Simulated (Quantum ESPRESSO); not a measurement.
## CaO (Lime): a worked LO-TO splitting

How high does the longitudinal optical mode of CaO (Lime) lie, given the transverse one, the Born charge and ε∞?

Method: DFT LDA, scalar-relativistic, plane waves, PseudoDojo norm-conserving pseudopotentials, in Quantum ESPRESSO 7.5.

## 1. The relaxed structure

It takes space group Fm-3m (No. 225, cubic). Conventional cell: a = 4.704 Å, b = 4.704 Å, c = 4.704 Å, α = 90.00°, β = 90.00°, γ = 90.00°. Ca has 6 O at 2.35 Å nearest. Nearest to O lie 6 Ca at 2.35 Å. Farther neighbours and most contacts between anions are not listed.

This is the cell after its relaxation at this level of theory, not the database cell from which that began.

## 2. What the response run gave

A linear-response run on the relaxed cell, with the response to an electric field; only its zone-centre results are used. Cutoff 92 Ry, k mesh 8×8×8.

What it wrote:

```text
[banners, grids, parts of the stress and lines that vanish by symmetry left out]
Program PHONON v.7.5
     Reading xml data from directory:

[...]
Exchange-correlation= PW
                           (   1   4   0   0   0   0   0)
[...]
kinetic-energy cut-off    =      92.0000  Ry
     charge density cut-off    =     368.0000  Ry
     convergence threshold     =      1.0E-18
[...]
Exchange-correlation= PW
                           (   1   4   0   0   0   0   0)
[...]
q = (   0.0000000   0.0000000   0.0000000 )
     49 Sym.Ops. (with q -> -q+G )
     G cutoff =  368.3103  (  20875 G-vectors)     FFT grid: ( 40, 40, 40)
     number of k points=    29
[...]
Mode symmetry, O_h (m-3m)  point group:
[...]
Dielectric constant
[...]
End of electric fields calculation
          Dielectric constant in cartesian axis
          (       3.869328008      -0.000000000      -0.000000000 )
          (      -0.000000000       3.869328008      -0.000000000 )
          (      -0.000000000      -0.000000000       3.869328008 )
          Effective charges (d Force / dE) in cartesian axis without acoustic sum rule applied (asr)
           atom    1  Ca    Mean Z*:        2.37862
      Ex  (        2.37862       -0.00000       -0.00000 )
      Ey  (       -0.00000        2.37862        0.00000 )
      Ez  (       -0.00000        0.00000        2.37862 )
           atom    2  O     Mean Z*:       -2.37847
      Ex  (       -2.37847       -0.00000       -0.00000 )
      Ey  (       -0.00000       -2.37847        0.00000 )
      Ez  (       -0.00000        0.00000       -2.37847 )
          Effective charges Sum: Mean:        0.00015
[...]
Effective charges (d Force / dE) in cartesian axis with asr applied:
           atom    1  Ca    Mean Z*:        2.37854
[...]
atom    2  O     Mean Z*:       -2.37854
[...]
Representation #   1 modes #   1   2   3
[...]
End of self-consistent calculation
     Convergence has been achieved
     Representation #   2 modes #   4   5   6
[...]
End of self-consistent calculation
     Convergence has been achieved
[...]
Dielectric constant in cartesian axis
          (       3.869328008      -0.000000000      -0.000000000 )
          (      -0.000000000       3.869328008      -0.000000000 )
          (      -0.000000000      -0.000000000       3.869328008 )
          Effective charges (d Force / dE) in cartesian axis without acoustic sum rule applied (asr)
           atom    1  Ca    Mean Z*:        2.37862
      Ex  (        2.37862       -0.00000       -0.00000 )
      Ey  (       -0.00000        2.37862        0.00000 )
      Ez  (       -0.00000        0.00000        2.37862 )
           atom    2  O     Mean Z*:       -2.37847
      Ex  (       -2.37847       -0.00000       -0.00000 )
      Ey  (       -0.00000       -2.37847        0.00000 )
      Ez  (       -0.00000        0.00000       -2.37847 )
          Effective charges Sum: Mean:        0.00015
[...]
Effective charges (d Force / dE) in cartesian axis with asr applied:
           atom    1  Ca    Mean Z*:        2.37854
[...]
atom    2  O     Mean Z*:       -2.37854
[...]
q = (    0.000000000   0.000000000   0.000000000 )
[...]
freq (    1) =      -0.028903 [THz] =      -0.964104 [cm-1]
     freq (    2) =      -0.028903 [THz] =      -0.964104 [cm-1]
     freq (    3) =      -0.028903 [THz] =      -0.964104 [cm-1]
     freq (    4) =       8.720098 [THz] =     290.871154 [cm-1]
     freq (    5) =       8.720098 [THz] =     290.871154 [cm-1]
     freq (    6) =       8.720098 [THz] =     290.871154 [cm-1]
[...]
Mode symmetry, O_h (m-3m)  point group:
     freq (   1-   3) =         -1.0  [cm-1]   --> T_1u G_15  G_4- I
     freq (   4-   6) =        290.9  [cm-1]   --> T_1u G_15  G_4- I

   JOB DONE.
```

| quantity | value |
| --- | --- |
| cell volume Ω (Å³) | 26.024 |
| mass of Ca (u) | 40.078 |
| mass of O (u) | 15.999 |
| Born charge of Ca, raw (e) | 2.379 |
| Born charge of O, raw (e) | -2.378 |
| ε∞ | 3.869 |
| ω(TO) after the sum rule (cm⁻¹) | 290.9 |

## 3. The calculation

The charges must sum to zero over the cell; taking off their mean, 0.000 e, leaves Z* = 2.379 e on Ca. In the polar mode Ca moves against O, so the reduced mass is μ = 40.08 × 16.00 / 56.08 = 11.434 u.

A longitudinal wave builds up a field that adds to the restoring force: ω(LO)² = ω(TO)² + 4π Z*² / (μ Ω ε∞), in Hartree atomic units. With μ = 20844 electron masses and Ω = 175.62 bohr³ the second term is 5.0194e-06 Ha², or 241781 cm⁻² (1 Ha = 219474.6 cm⁻¹).

So ω(LO) = √(84611 + 241781) = 571.3 cm⁻¹, and by the Lyddane-Sachs-Teller relation ε₀ = ε∞ (ω(LO)/ω(TO))² = 14.93.

## 4. Check against the program

The analysis program adds the same non-analytic term to the full matrix, here for q along (1 0 0).

What it wrote:

```text
[banner, memory and clock lines left out]
Program DYNMAT v.7.5

     Reading Dynamical Matrix from file g.dyn
     ...Force constants read
     ...epsilon and Z* read

     Polarizability (A^3 units)
     multiply by 0.511132 for Clausius-Mossotti correction
         5.942201   -0.000000   -0.000000
        -0.000000    5.942201   -0.000000
        -0.000000   -0.000000    5.942201

     IR activities are in (D/A)^2/amu units

# mode   [cm-1]    [THz]      IR
    1     -0.00   -0.0000    0.0000
    2     -0.00   -0.0000    0.0000
    3      0.00    0.0000    0.0000
    4    290.88    8.7204   11.4150
    5    290.88    8.7204   11.4150
    6    571.31   17.1273   11.4150
```

ε₀ comes from the program's run without a direction of q.

```csv
quantity,by hand,program
ω(LO) (cm⁻¹),571.3,571.3
ε₀,14.93,14.93
```

## 5. What came out

```json
{
 "TO mode": "290.9 cm⁻¹",
 "LO mode": "571.3 cm⁻¹",
 "static dielectric constant": "14.93"
}
```

What this shows: The LO mode of CaO (Lime) lies at 571 cm⁻¹, 280 cm⁻¹ above the TO mode; the formula meets the program within 0.1 cm⁻¹, as it must for a cubic crystal with one polar mode. ω(LO)² − ω(TO)² goes with Z*²/ε∞: an error of 5 % in ε∞ would move the LO mode by 10.2 cm⁻¹, and semilocal functionals tend to overestimate ε∞. These are harmonic values at zero temperature, at the volume of this functional, for the structure held cubic; stability elsewhere in the zone is no part of this calculation.

[Host names and launcher messages were left out of these logs when they were recorded.]

[Logs are printed without paths, hosts, clocks, repeated set-up lines and the standing remarks that a program may print on its own settings, such as how far it seeks lower states.]

[Hosts, paths, dates, database ids (printed as entryN), source tags and the programs' standing remarks are cut or masked in the printed files.]
